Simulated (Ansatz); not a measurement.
# Phonons of GaN (F-43m) against volume

Wanted: mode Grüneisen parameters of GaN (F-43m).

Main program and level: Ansatz 0.2.0; DFT LDA, scalar-relativistic, plane waves, PAW; PAW set soft_1.

### 1. Set-up

The structure is cubic, space group F-43m (No. 216). Conventional cell: a = 4.455 Å, b = 4.455 Å, c = 4.455 Å, α = 90.00°, β = 90.00°, γ = 90.00°. Nearest to Ga lie 4 N at 1.93 Å. N has 4 Ga at 1.93 Å nearest. Farther neighbours and most contacts between anions are not listed.

Structure file:

```cif
data_structure
_symmetry_space_group_name_H-M 'F-43m'
_symmetry_Int_Tables_number 216
_cell_length_a 4.4552
_cell_length_b 4.4552
_cell_length_c 4.4552
_cell_angle_alpha 90.000
_cell_angle_beta 90.000
_cell_angle_gamma 90.000
_cell_volume 88.43
loop_
_atom_site_label
_atom_site_type_symbol
_atom_site_symmetry_multiplicity
_atom_site_Wyckoff_symbol
_atom_site_fract_x
_atom_site_fract_y
_atom_site_fract_z
_atom_site_occupancy
Ga1 Ga 4 a 0.00000 0.00000 0.00000 1
N1 N 4 c 0.25000 0.25000 0.25000 1
```

### 2. Response at finite wavevector

The cell comes from relaxations at this level that are not shown. Stability and thermal properties need the whole zone. Linear response on a 4×4×4 q mesh gives force constants as far as a supercell of that size would, and the tensors from the zone-centre run are typed in so that the long-range dipole term is interpolated apart.

Input file input.yaml:

```yaml
crystal:
  lattice:
    - [0.0, 2.2276025128, 2.2276025128]
    - [2.2276025128, 0.0, 2.2276025128]
    - [2.2276025128, 2.2276025128, 0.0]
  atoms:
    - { symbol: Ga, position: [0.0, 0.0, 0.0] }
    - { symbol: "N", position: [0.75, 0.75, 0.75] }
kpoints:
  mp_grid: { grid: [12, 12, 12] }
hamiltonian:
  xc: lda
  pseudopotentials: { kind: paw, azcp: { folder: soft_1 }, xc_functional: pbe }
scf:
  occupations: { method: fixed }
output:
  eigenvalues: true
phonons:
  method: dfpt
  qmesh: [4, 4, 4]
  temperatures: { t_max: 1000, t_step: 50 }
  qpath:
    path:
      - [[0.0, 0.0, 0.0], [-0.5, -0.5, 0.0], [-0.375, -0.375, 0.25]]
      - [[-0.375, 0.0, 0.375], [0.0, 0.0, 0.0], [0.0, 0.0, 0.5], [-0.5, -0.25, 0.25], [-0.5, -0.5, 0.0]]
    npoints: 10
  non_analytic_term:
    high_frequency_dielectric_tensor: [[5.7577, 0.0, 0.0], [0.0, 5.7577, 0.0], [0.0, 0.0, 5.7577]]
    born_effective_charges:
      - { species: Ga, tensor: [[2.6321, 0.0, 0.0], [0.0, 2.6321, 0.0], [0.0, 0.0, 2.6321]] }
      - { species: "N", tensor: [[-2.6321, 0.0, 0.0], [0.0, -2.6321, 0.0], [0.0, 0.0, -2.6321]] }
    source: "zone-centre run at this cell"
```

Run with:

```bash
$ ansatz run input.yaml --threads 4 --pin off --max-ram 10240MiB --backend cpu --events-out ev --progress --plain --runs-dir out
```

Numbers of over 12 decimals in the logs are rounded to 6 here.

Output:

```text
Warning: phonons: the dynamical matrix that this run interpolates holds no multipole term above the dipole-dipole one, and a site of this crystal is no centre of inversion, so its interpolated transverse optical and acoustic branches and sound speeds can stay off near Gamma, and the density of states and the thermodynamics with them. What a run solves at a wave vector of phonons.qpoints, Gamma apart, where the deck admits one, is free of this, and under fd what a larger phonons.supercell samples
Engine: ansatz 0.2.0, x86_64-unknown-linux-gnu
Pseudopotentials: kind: paw
Pseudopotential: Ga, paw, valence charge 13, recommended cutoff 420 eV (normal), soft_1/Ga.paw.azcp
Pseudopotential: N, paw, valence charge 5, recommended cutoff 420 eV (normal), soft_1/N.paw.azcp
Functional definition: SPW92
  exchange = slater_x
  correlation = pw_c
Crystal: 2 atoms, lattice volume = 22.108 Å³
Basis set: ecut = 420 eV, 411 PW (Γ), exchange–correlation on 48×48×48 points (8 copies of the dense FFT grid, shifted against one another)
Bands: 13, of which v1, the nominal top of the filled ones, is band 9 counted from 1 (8 counted from 0)
Symmetry: 24 space group operations
k-points: 72 of 1728 (time reversal used)
Non-local potential: Ga, projectors of the file, l = 0: 2, l = 1: 2, l = 2: 3, l = 3: 1
Non-local potential: N, projectors of the file, l = 0: 2, l = 1: 2, l = 2: 1
PAW form: soft (Blöchl's): semilocal exchange-correlation on the pseudo side does not see the compensation charge
PAW frozen core: Ga, regenerated for the run's functional, and the local potential with it (the file was generated under x = pbe(κ = 0.804, μ = 0.219515), c = pbe(β = 0.066725))
PAW frozen core: N, regenerated for the run's functional, and the local potential with it (the file was generated under x = pbe(κ = 0.804, μ = 0.219515), c = pbe(β = 0.066725))
PAW one-centre angular grid: Ga, 590 points (default); XC on 64 Gauss nodes
PAW one-centre angular grid: N, 110 points (default); XC on 64 Gauss nodes
Initial density: superposition of atomic densities (chi_scale 0.1, normalization cell, long waves kept (reshape's long-wave potential 0.00 eV rms))
Initial wavefunctions: pseudopotential atomic-orbital guess
Functional: x = slater, c = lda
SCF iter   1: F=—  HF=-4082.731356 eV  |F-HF|=—  |Δ(HF+E_count)|=         —  Δρ=1.07e-1  dr2=2.22e0  ethr=3.10e-3  ⟨swp⟩=4.0  Hψ=4138  notcnv=0  defer=90
preconditioner: auto → none  [insulator: Δε(μ)=2.844 eV  Ē_g=19.318 eV  n_scr=8 (ndim 8)  ℏωp=33.5 eV  f_vac=0.000  ε∞_Penn≈4.0]
SCF iter   2: F=—  HF=-4082.215355 eV  |F-HF|=—  |Δ(HF+E_count)|=   5.16e-1  Δρ=5.88e-2  dr2=4.71e-1  ethr=3.10e-3  ⟨swp⟩=2.1  Hψ=2246  notcnv=0  defer=20
SCF iter   3: F=—  HF=-4082.098833 eV  |F-HF|=—  |Δ(HF+E_count)|=   1.17e-1  Δρ=1.90e-2  dr2=3.99e-2  ethr=2.62e-3  ⟨swp⟩=2.0  Hψ=1331  notcnv=0  defer=142
SCF iter   4: F=—  HF=-4082.090621 eV  |F-HF|=—  |Δ(HF+E_count)|=   8.21e-3  Δρ=7.72e-3  dr2=5.67e-3  ethr=2.22e-4  ⟨swp⟩=2.0  Hψ=1818  notcnv=0  defer=142
SCF iter   5: F=—  HF=-4082.087861 eV  |F-HF|=—  |Δ(HF+E_count)|=   2.76e-3  Δρ=8.66e-4  dr2=4.62e-5  ethr=3.15e-5  ⟨swp⟩=2.0  Hψ=1706  notcnv=0  defer=142
SCF iter   6: F=—  HF=-4082.087849 eV  |F-HF|=—  |Δ(HF+E_count)|=   1.26e-5  Δρ=1.30e-4  dr2=1.73e-6  ethr=2.56e-7  ⟨swp⟩=2.0  Hψ=1396  notcnv=0  defer=9
SCF iter   7: F=—  HF=-4082.087849 eV  |F-HF|=—  |Δ(HF+E_count)|=   3.19e-7  Δρ=1.20e-5  dr2=1.45e-8  ethr=9.58e-9  ⟨swp⟩=2.3  Hψ=1293  notcnv=0
SCF iter   8: F=—  HF=-4082.087849 eV  |F-HF|=—  |Δ(HF+E_count)|=   1.78e-9  Δρ=7.33e-7  dr2=7.14e-11  ethr=8.03e-11  ⟨swp⟩=2.0  Hψ=1308  notcnv=0
SCF iter   9: F=-4082.087849 eV  HF=-4082.087849 eV  |F-HF|=9.09e-13  |Δ(HF+E_count)|=  1.55e-11  Δρ=4.64e-8  dr2=1.84e-13  ethr=1.00e-12  ⟨swp⟩=6.1  Hψ=4873  notcnv=0
SCF 1 converged in 9 iterations: F = -4082.087849 eV  dr2 = 1.84e-13
  greatest PAW one-centre occupation: 0.996 electrons in one spin orbital (limit 2), on the Ga atom at site 0 (counted from 0), in its partial waves of l = 2
NSCF: frozen V_eff on 72 k-points
NSCF: frozen V_eff on 163 k-points
DFPT response loops at q = (0, 0, 0) (fractional): preconditioner auto → none (the input reference at scf.mixing.eps_inf says where Resta's filter doesn't serve); β = 0.50; Broyden in place of MSR1
NSCF: frozen V_eff on 1872 k-points
DFPT response loops at q = (0, 0, 0.25) (fractional): mixed as the last ones told, above
NSCF: frozen V_eff on 952 k-points
DFPT response loops at q = (0, 0, -0.5) (fractional): preconditioner auto → Resta (q_TF=auto, 2.636 Å⁻¹)  ε∞=5.5 (no band partly filled); β = 1.00, the filter's whole step (`scf.mixing.beta` (0.50) is not read by the response loops at its default; to damp them type it under 1.00, their step now; it binds the ground state too); Broyden in place of MSR1
NSCF: frozen V_eff on 1020 k-points
DFPT response loops at q = (0, 0.25, 0.25) (fractional): preconditioner auto → none (the input reference at scf.mixing.eps_inf says where Resta's filter doesn't serve); β = 0.50; Broyden in place of MSR1
NSCF: frozen V_eff on 3456 k-points
DFPT response loops at q = (0, 0.25, -0.5) (fractional): preconditioner auto → Resta (q_TF=auto, 2.636 Å⁻¹)  ε∞=5.5 (no band partly filled); β = 1.00, the filter's whole step (`scf.mixing.beta` (0.50) is not read by the response loops at its default; to damp them type it under 1.00, their step now; it binds the ground state too); Broyden in place of MSR1
NSCF: frozen V_eff on 1872 k-points
DFPT response loops at q = (0, 0.25, -0.25) (fractional): preconditioner auto → none (the input reference at scf.mixing.eps_inf says where Resta's filter doesn't serve); β = 0.50; Broyden in place of MSR1
NSCF: frozen V_eff on 560 k-points
DFPT response loops at q = (0, -0.5, -0.5) (fractional): preconditioner auto → Resta (q_TF=auto, 2.636 Å⁻¹)  ε∞=5.5 (no band partly filled); β = 1.00, the filter's whole step (`scf.mixing.beta` (0.50) is not read by the response loops at its default; to damp them type it under 1.00, their step now; it binds the ground state too); Broyden in place of MSR1
NSCF: frozen V_eff on 1020 k-points
DFPT response loops at q = (0.25, -0.5, -0.25) (fractional): preconditioner auto → none (the input reference at scf.mixing.eps_inf says where Resta's filter doesn't serve); β = 0.50; Broyden in place of MSR1
SCF converged after 9 iterations
Free energy (F): -4082.087849 eV
Harris-Foulkes:  -4082.087849 eV  (|F-HF|=9.09e-13)
Internal energy: -4082.087849 eV  (E = F + TS)
E sigma→0 (E₀):  -4082.087849 eV
Fermi energy:    9.805453 eV
--- Per-component energies (eV) ---
  E_band       = -4.801047
  E_kinetic    = 241.784214
  E_local      = -1390.187846  (includes V_loc(G=0)·N_el)
  E_nonlocal   = -51.791442
  E_hartree    = 883.351378
  E_xc         = -121.845963
  E_vxc        = -131.438444  (∫ρ·V_xc dr)
  E_paw        = -2039.316890  (= ΣΔE_a)
  E_vpaw       = -439.870910  (= ΣTr[D̂ρ^β])
  E_aug_tail   = 0.000639  (compensation charges beyond the density's cutoff)
  E_ewald      = -1605.890464
  E_core_change = 1.808525  (= ΣΔE_core)
  E_smearing   = -0.000000  (= −TS)
  E_closure    = 0.000000  (closes the sum)
  Σ components = -4082.087849   (vs F -4082.087849, Δ=0.00e0)
--- Band table (eV; the first three rows and the last of 72) ---
  k-point 0: bands = [... 5 lower, -3.4683, 9.8055, 9.8055, 9.8055, 11.7667, 20.1474, 20.1474, 20.1474]
  k-point 1: bands = [... 5 lower, -3.4695, 8.9955, 9.7253, 9.7253, 12.3903, 19.7771, 20.2706, 20.2706]
  k-point 2: bands = [... 5 lower, -3.4701, 7.5114, 9.5173, 9.5173, 13.3165, 19.0935, 20.5188, 20.5188]
  k-point 71: bands = [... 5 lower, -1.2721, 3.8936, 5.9120, 5.9422, 15.9946, 18.3826, 20.2309, 20.8609]
--- Phonons (Γ-DFPT): 2 representative perturbations + reference (Σ response iterations 6) ---
  ASR residual: 4.227e-5 → 0.000e0 eV/Å²; symmetrization residual: 9.842e-7 eV/Å²
  ASR residual per site (eV/Å²): 4.23e-5 1.04e-5
  Γ frequencies (cm⁻¹): 0.00 0.00 0.00 552.51 552.51 552.51
--- Phonons (arbitrary-q DFPT): 8 irreducible q on the 4×4×4 mesh ---
  q = [0.0000, 0.0000, 0.0000] (star 1, of the zone-centre solve; hermiticity 1.50e-7, symmetrization 1.99e-12): -0.00 -0.00 0.00 552.51 552.51 552.51
  q = [0.0000, 0.0000, 0.2500] (star 8, 2 solved perturbations on 936 of 1728 k-point pairs; hermiticity 1.28e-7, symmetrization 7.03e-13): 104.40 104.40 240.15 566.76 566.76 716.16
  q = [0.0000, 0.0000, -0.5000] (star 4, 2 solved perturbations on 476 of 1728 k-point pairs; hermiticity 1.24e-7, symmetrization 1.30e-12): 137.53 137.53 341.18 576.54 576.54 698.08
  q = [0.0000, 0.2500, 0.2500] (star 6, 4 solved perturbations in 1608 linear systems a pass and spin channel, the states on 510 of 1728 k-point pairs; hermiticity 1.53e-7, symmetrization 1.48e-13): 150.05 150.05 235.04 589.81 589.81 715.23
  q = [0.0000, 0.2500, -0.5000] (star 24, 4 solved perturbations in 5328 linear systems a pass and spin channel, the states on 1728 of 1728 k-point pairs; hermiticity 2.00e-7, symmetrization 1.50e-13): 173.52 215.52 309.20 598.80 629.58 691.40
  q = [0.0000, 0.2500, -0.2500] (star 12, 4 solved perturbations in 2892 linear systems a pass and spin channel, the states on 936 of 1728 k-point pairs; hermiticity 1.87e-7, symmetrization 1.27e-13): 148.42 215.42 284.81 579.64 630.76 696.31
  q = [0.0000, -0.5000, -0.5000] (star 3, 4 solved perturbations in 886 linear systems a pass and spin channel, the states on 280 of 1728 k-point pairs; hermiticity 1.75e-7, symmetrization 1.33e-13): 193.35 193.35 346.73 615.83 615.83 688.58
  q = [0.2500, -0.5000, -0.2500] (star 6, 4 solved perturbations in 1544 linear systems a pass and spin channel, the states on 510 of 1728 k-point pairs; hermiticity 1.78e-7, symmetrization 5.68e-13): 211.07 245.01 301.84 627.46 638.20 681.69
  sum rule: each row above includes the acoustic sum rule's correction from the zone centre's row sums; it moved no ω² by more than (0.45 cm⁻¹)²
  mesh force constants: q→R imaginary residual 4.32e-18; ASR residual 4.227e-5 → 0.000e0 eV/Å²; symmetrization residual 1.066e-14 eV/Å²
  interpolated dispersion: 63 rows × 6 modes
  density of states and harmonic sums: on the 24×24×24 q-mesh, interpolated from the force constants of a 4×4×4 supercell (with the dipole–dipole term of supplied tensors)
  largest difference from the sums on the solved wave vectors: F 8.66e-3 eV, S 1.27e-5 and C_V 3.97e-6 eV/K
  zero-point energy: 0.157479 eV/cell   skipped modes (ω ≤ 0): 3   left out of the sums: 3.62e-5 of the cell's modes: C_V's classical limit lies that fraction below 3 k_B per atom; for a crystal, a wire or a layer, F and S can be off by more, and a phonons.interpolated_qmesh denser along its periods is the remedy for the sampling
```

Wall time 1.9 min (4 threads of Intel Xeon Platinum 8488C (Sapphire Rapids), shared host); peak memory 1.6 GiB; 6.9 min of CPU time.

Reading the cycles: dr2 is the Hartree energy of the density residual (eV), the measure of convergence; HF is the Harris–Foulkes estimate of the energy, which meets the free energy F at convergence.

This step gave:

| Quantity | Value |
| --- | --- |
| gap on the k-mesh | 1.961 eV |
| volume per atom | 11.05 Å³ |
| sum-rule residual before enforcement | 4.23e-5 eV/Å² |
| lowest frequency on the path | 0 cm⁻¹ |
| point group | -43m |
| highest frequency on the path or at a solved wavevector | 731.4 cm⁻¹ |
| mean frequency | 423.4 cm⁻¹ |
| Debye temperature (second moment) | 886 K |
| logarithmic mean frequency | 356.2 cm⁻¹ |
| highest optical mode at the zone centre (no LO-TO term) | 552.5 cm⁻¹ |
| lowest optical zone-centre mode | 552.5 cm⁻¹ |
| lowest mode on the q mesh (acoustic modes at Γ apart) | 104.4 cm⁻¹ |
| zero-point energy per atom | 78.74 meV |
| heat capacity at 300 K | 17.46 J/(mol atoms K) |
| vibrational entropy at 300 K | 16.08 J/(mol atoms K) |
| edges of the widest gap between branches, on path and mesh | 346.7, 552.5 cm⁻¹ |

Frequencies (cm⁻¹) solved at each irreducible wavevector; negative means imaginary. Frequencies by wavevector, by row:

| q in reciprocal lattice units | star | mode 1 | mode 2 | mode 3 | mode 4 | mode 5 | mode 6 |
| --- | --- | --- | --- | --- | --- | --- | --- |
| 0 0 0 | 1 | 0 | 0 | 0 | 552.5 | 552.5 | 552.5 |
| 0 0 0.25 | 8 | 104.4 | 104.4 | 240.2 | 566.8 | 566.8 | 716.2 |
| 0 0 -0.5 | 4 | 137.5 | 137.5 | 341.2 | 576.5 | 576.5 | 698.1 |
| 0 0.25 0.25 | 6 | 150.1 | 150.1 | 235 | 589.8 | 589.8 | 715.2 |
| 0 0.25 -0.5 | 24 | 173.5 | 215.5 | 309.2 | 598.8 | 629.6 | 691.4 |
| 0 0.25 -0.25 | 12 | 148.4 | 215.4 | 284.8 | 579.6 | 630.8 | 696.3 |
| 0 -0.5 -0.5 | 3 | 193.3 | 193.3 | 346.7 | 615.8 | 615.8 | 688.6 |
| 0.25 -0.5 -0.25 | 6 | 211.1 | 245 | 301.8 | 627.5 | 638.2 | 681.7 |

Symmetry leaves 8 wavevectors to solve. The lowest mode among them, the acoustic zeros apart, lies at q = (0, 0, 0.25) and is real, 104 cm⁻¹.

### 3. Relaxing at another volume, volume ratio 0.97

The volume is scaled by 0.97 and held; symmetry leaves nothing to relax, so this is a single point. The modes can then be followed against volume.

input.yaml, the sections that differ from step 2:

```yaml
crystal:
  lattice:
    - [0.0, 2.2050999388, 2.2050999388]
    - [2.2050999388, 0.0, 2.2050999388]
    - [2.2050999388, 2.2050999388, 0.0]
  atoms:
    - { symbol: Ga, position: [0.0, 0.0, 0.0] }
    - { symbol: "N", position: [0.75, 0.75, 0.75] }
output:
  forces: true
  stress: true
  eigenvalues: true
  write_density: true
  write_potential: true
  elf: true
  volumetric_format: npy
# kpoints, hamiltonian, scf: as in step 2
# phonons: removed
```

Output:

```text
[...]
Crystal: 2 atoms, lattice volume = 21.444 Å³
Basis set: ecut = 420 eV, 411 PW (Γ)
Bands: 13, of which v1, the nominal top of the filled ones, is band 9 counted from 1 (8 counted from 0)
Symmetry: 24 space group operations
[...]
k-points: 72 of 1728 (time reversal used)
[...]
--- Band table (eV; the first three rows and the last of 72) ---
  k-point 0: bands = [... 5 lower, -2.9922, 10.2933, 10.2933, 10.2933, 12.4532, 20.8276, 20.8276, 20.8276]
  k-point 1: bands = [... 5 lower, -2.9936, 9.4942, 10.2103, 10.2103, 13.0576, 20.4568, 20.9555, 20.9555]
  k-point 2: bands = [... 5 lower, -2.9944, 7.9865, 9.9942, 9.9942, 13.9844, 19.7681, 21.2106, 21.2106]
  k-point 71: bands = [... 5 lower, -0.7665, 4.2594, 6.2605, 6.2696, 16.5426, 19.1853, 20.9607, 21.4748]
[key lines of the parts left out:]
SCF converged after 7 iterations
Free energy (F): -4082.074599 eV
Fermi energy:    10.293265 eV
P = ⅓ Tr σ = 6.5820 GPa (65.820 kbar)
```

It took 0.77 s on 4 threads; peak memory 0.44 GiB.

This step gave:

| Item | Value |
| --- | --- |
| pressure | 6.582 GPa |
| gap on the k-mesh | 2.160 eV |
| volume per atom | 10.72 Å³ |
| direct gap on mesh | 2.160 eV |

Electrostatic potential energy in the ac plane of a cell with a along [110], b along [-110] and c along [001] of the cube at fractional y = 0.000, with atoms of Ga and N within 0.2 Å of it. With pseudopotentials it is smooth inside the atoms' cores, unlike the true potential.

Ten even steps from '0' (-37 eV) to '9' (46 eV), each cell a mean:
```
97455547985555459
54455544654555545
45555555455555555
55555555555555555
66655566666555566
66655566666655666
66655566666555566
66521356665412456
55400045555200255
44410144444300344
85443445874433447
98455548995455469
```
Columns run along a (6.2 Å; values clipped at the 3rd and 97th percentile), rows up along c (4.4 Å), edges of the conventional cell, whose origin can differ from the input's. Atoms in or near the plane, at fractional coordinates: Ga at (0.50, 0.00), Ga at (0.00, 0.00), N at (0.75, 0.25), N at (0.25, 0.25).

ELF in the ac plane of a cell with a along [110], b along [-110] and c along [001] of the cube at fractional y = 0.000, with atoms of Ga and N within 0.2 Å of it. It is the smooth field of the valence electrons, not physical close to the nuclei.

Ten even steps from '_' (0.02) to '@' (0.78), each cell a mean:
```
__..::::::::::..____::::::::::..__
..::::..__..::::....::..____..::..
::....______..::::::..________..::
....__________......____________..
________..______________....______
____..--==--..________::====::____
__..++%%@@%%==..____--**@@%%**--__
__--%%@@%%@@%%--__..**@@%%%%@@**..
..++@@##::##@@++..--##@@====@@##::
::==@@%%++%%%%==::::**@@****@@**::
__::**@@@@@@++::__..--%%@@@@%%--..
____--**##++--______..==####==..__
```
Columns run along a (6.2 Å), rows up along c (4.4 Å), edges of the conventional cell, whose origin can differ from the input's. Atoms in or near the plane, at fractional coordinates: Ga at (0.50, 0.00), Ga at (0.00, 0.00), N at (0.75, 0.25), N at (0.25, 0.25).

Valence density in the ac plane of a cell with a along [110], b along [-110] and c along [001] of the cube at fractional y = 0.000, with atoms of Ga and N within 0.2 Å of it. It is the smooth field of the valence electrons, not physical close to the nuclei.

Values in e/Å³, 7 rows by 16 columns, each cell a mean:
```
12  2  0  0  0  0  1  8 12  2  0  0  0  0  1  8
 0  0  0  0  0  0  0  0  0  0  0  0  0  0  0  0
 0  0  0  0  0  0  0  0  0  0  0  0  0  0  0  0
 0  0  0  0  0  0  0  0  0  0  0  0  0  0  0  0
 0  0  1  2  3  1  0  0  0  0  1  2  3  1  0  0
 1  1  1  3  3  2  1  1  1  1  1  3  3  2  1  1
23  4  1  1  1  1  1 13 23  4  1  1  1  1  1 13
```
Columns run along a (6.2 Å), rows up along c (4.4 Å), edges of the conventional cell, whose origin can differ from the input's. Atoms in or near the plane, at fractional coordinates: Ga at (0.50, 0.00), Ga at (0.00, 0.00), N at (0.75, 0.25), N at (0.25, 0.25).

(Continued in part 2 of 2.)

[Logs are printed without paths, hosts, clocks, repeated set-up lines and the standing remarks that a program may print on its own settings, such as how far it seeks lower states.]

[Hosts, paths, dates, database ids (printed as entryN), source tags and the programs' standing remarks are cut or masked in the printed files.]
